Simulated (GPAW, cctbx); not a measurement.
# Bonding in Ca3MgS4 as X-rays see it

Question: by how much does bonding change the structure factors of Ca3MgS4?

The cell is our own: ordered rocksalt alloy in the eight-atom cube, 1 of 4 Ca sites given to Mg. All numbers below are calculated.

## 1. Find the equilibrium geometry

The density hangs on the geometry, so cell and atoms are relaxed first, with the symmetry held. The cutoff is set higher than for the density because stress converges slowly with plane waves.

Settings: GPAW 26.7.0, PBE, 650 eV, 4×4×4 k-points, Fermi–Dirac width 0.02 eV, BFGS to 0.02 eV/Å.

```text
cell
1.0
     5.597500000    0.000000000    0.000000000
     0.000000000    5.597500000    0.000000000
     0.000000000    0.000000000    5.597500000
Mg S Ca
1 4 3
Direct
0.000000000 0.000000000 0.000000000
0.500000000 0.000000000 0.000000000
0.500000000 0.500000000 0.500000000
0.000000000 0.000000000 0.500000000
0.000000000 0.500000000 0.000000000
0.000000000 0.500000000 0.500000000
0.500000000 0.000000000 0.500000000
0.500000000 0.500000000 0.000000000
```

```console
$ OMP_NUM_THREADS=1 mpirun -n 4 gpaw python run.py > gpaw.log
```

```text
BFGS:    0      -39.558688        0.096687
BFGS:    1      -39.559079        0.091820
BFGS:    2      -39.563729        0.010163
cell  5.6167 5.6167 5.6167  90.00 90.00 90.00
volume 177.195 A^3, largest force 0.000 eV/A, largest stress 0.07 GPa
```

After 2 steps the volume has changed by +1.0 % and the energy by -0.005 eV; the largest stress left is 0.07 GPa. It took 1.7 min on 4 cores of Arm Neoverse N1 (shared host), peak memory 0.96 GiB.

Relaxed structure: Pm-3m (no. 221), a = 5.6167 Å, b = 5.6167 Å, c = 5.6167 Å, α = 90.00°, β = 90.00°, γ = 90.00°.

| atom | mult. | x | y | z |
| --- | --- | --- | --- | --- |
| Ca1 | 3 | 0 | 1/2 | 1/2 |
| S1 | 3 | 1/2 | 0 | 0 |
| S2 | 1 | 1/2 | 1/2 | 1/2 |
| Mg1 | 1 | 0 | 0 | 0 |

## 2. The all-electron density

X-rays see the whole electron density, so the PAW density is rebuilt with its core regions. Subtracting spherical free atoms from the same code cancels the cores and leaves the deformation density Δρ, the part due to bonding.

Settings: PBE, 600 eV, 4×4×4 k-points, Fermi–Dirac width 0.02 eV; primitive cell of 8 atoms.

```console
$ OMP_NUM_THREADS=1 mpirun -n 4 gpaw python run.py > gpaw.log
```

```text
|iter:   1|       0s |  -40.348066 | +0.24 |       |
|iter:   2|       3s |  -40.345845 | -1.18 | -1.13 |
|iter:   3|       8s |  -39.595164 | -1.11 | -1.17 |
...
|iter:   8|      25s |  -39.555757c| -6.35 | -3.72 |
|iter:   9|      27s |  -39.555759c| -7.20 | -4.05c|
|iter:  10|      29s |  -39.555759c| -8.14c| -4.66c|
```

```text
grid (64, 64, 64)  electrons 136.000  moved by bonding 1.942 e
deformation density beyond 0.5 A of the nuclei: max 0.085, min -0.060 e/A^3
atom        x       y       z   Voronoi charge  moment
Ca1    0.0000  0.5000  0.5000      0.218       0.00
Ca2    0.5000  0.0000  0.5000      0.218       0.00
Ca3    0.5000  0.5000  0.0000      0.218       0.00
S 4    0.5000  0.0000  0.0000     -0.310       0.00
S 5    0.5000  0.5000  0.5000     -0.287       0.00
S 6    0.0000  0.0000  0.5000     -0.310       0.00
S 7    0.0000  0.5000  0.0000     -0.310       0.00
Mg8    0.0000  0.0000  0.0000      0.562       0.00
mean inner potential of superposed free atoms 14.497 V
total magnetic moment 0.000 muB
```

Deformation density in a plane through the shortest contact of the Ca atom at the origin, in 0.01 e/Å³ (clipped at ±99); x from -1.6 to 4.4 Å, y from 2.4 down to -2.4 Å:

```text
  1   4   6   2  -2   2   6   4   1   1   4   4   3   1   1   4
 -1   1   4   6   7   6   4   1  -1  -2   1   4   1  -2  -2   1
 -2  -1   1   4   5   4   1  -1  -2  -2   0   2   0  -2  -2  -1
 -1  -2  -1   1   2   1  -1  -2  -1   1   4   5   4   1  -1  -2
  1  -2  -2   1   4   1  -2  -2   1   4   5   5   5   4   1  -2
  3   0   1   3   .   3   1   0   3   5   0   .   0   5   4   0
  5   2   4   .   .   .   4   2   5   5   .   .   .   5   5   2
  3   0   1   3   .   3   1   0   3   5   0   .   0   5   4   0
  1  -2  -2   1   4   1  -2  -2   1   4   5   5   5   4   1  -2
 -1  -2  -1   1   2   1  -1  -2  -1   1   4   5   4   1  -1  -2
 -2  -1   1   4   5   4   1  -1  -2  -2   0   2   0  -2  -2  -1
 -1   1   4   6   7   6   4   1  -1  -2   1   4   1  -2  -2   1
  1   4   6   2  -2   2   6   4   1   1   4   4   3   1   1   4
```

Atoms in or within 0.15 Å of the plane: Ca (0.0, 0.0), S (2.8, 0.0) Å. Dots mark points within about 0.45 Å of a nucleus; large values next to them are atomic features.

S gains most (-0.30 e) and Mg loses most (+0.56 e), in averages over each element's sites; S is the most electronegative element, but the order of the others doesn't follow electronegativity. Such charges fall far short of formal ones, since overlapping free atoms already put density on their neighbours. Along the shortest contact from the Ca atom at the map's origin, Ca–S at 2.81 Å, Δρ is +0.03 e/Å³ at the midpoint and highest, +0.08, 0.58 Å from Ca (points within 0.5 Å of a nucleus left out): little piles up between the atoms. At the midpoints of other shortest contacts it is +0.02 (S–Mg, 2.81 Å) e/Å³. Point values carry grid noise of about 0.01 e/Å³. The run needed 10 iterations, 52 s.

## 3. Structure factors

The Fourier components of Δρ, added to those of the free atoms, give the static X-ray structure factors; the Mott–Bethe relation turns them into the Fourier components V of the potential that fast electrons feel.

```text
static structure factors of the conventional cell: F in electrons, V (Mott-Bethe) in volts
   h  k  l      d  |F| table  |F| free   |F| DFT   change   |V| free  |V| DFT  change %
   0  1  0  5.6167     7.011     7.039     7.336    0.297     0.784    0.542    -30.9
   0  1  1  3.9716     6.524     6.531     6.799    0.269     0.600    0.490    -18.3
   1  1  1  3.2428     6.429     6.440     5.667   -0.773     0.424    0.635     49.5
   0  2  0  2.8083   100.695   100.780   101.662    0.882     7.185    7.005     -2.5
   0  2  1  2.5119     5.579     5.589     5.715    0.125     0.393    0.373     -5.2
   1  2  1  2.2930     5.320     5.336     5.379    0.043     0.362    0.356     -1.6
   0  2  2  1.9858    86.364    86.426    86.263   -0.163     5.057    5.074      0.3
   1  2  2  1.8722     4.662     4.691     4.676   -0.016     0.300    0.301      0.5
   0  3  0  1.8722     4.662     4.691     4.840    0.149     0.300    0.287     -4.5
   0  3  1  1.7762     4.481     4.513     4.579    0.066     0.285    0.279     -1.9
   1  3  1  1.6935     6.520     6.459     6.900    0.441     0.114    0.082    -28.6
   2  2  2  1.6214    77.521    77.571    77.185   -0.386     3.973    4.000      0.7
   0  3  2  1.5578     4.038     4.077     4.094    0.017     0.246    0.245     -0.4
   1  3  2  1.5011     3.921     3.961     3.938   -0.023     0.235    0.237      0.6
```

The largest X-ray change is +0.88 e on 020, 0.9 % of |F|. For electrons V goes as (Z − F)/g², so a change of F counts against Z − F, which is small at low angle and wherever the atoms' terms cancel: |V| of 111 moves by +49.5 % (0.42 to 0.64 V) against -12.0 % in |F|. The last three rows still change by up to 0.39 e; the table stops while the angles are still low. The tabulated Hartree–Fock atoms differ from the free DFT atoms by up to 0.09 e, so the choice of reference atom matters too.

## 4. Answer

Bonding moves 1.94 e in the primitive cell of Ca3MgS4 and changes the structure factors of the conventional cell in the table above by at most 0.88 e (020, 0.9 %), and among reflections above 2 % of the strongest by up to 12.0 % (111). The shortest bond, Ca–S, has Δρ = +0.03 e/Å³ at its midpoint. Limits: static density, frozen cores, no spin–orbit coupling.

[Outputs are excerpts: Python notices, other lines and further rows are left out; steps that failed or that the build refused (PBEsol, TPSS) are not shown.]

[Logs are printed without paths, hosts, clocks, repeated set-up lines and the standing remarks that a program may print on its own settings, such as how far it seeks lower states.]
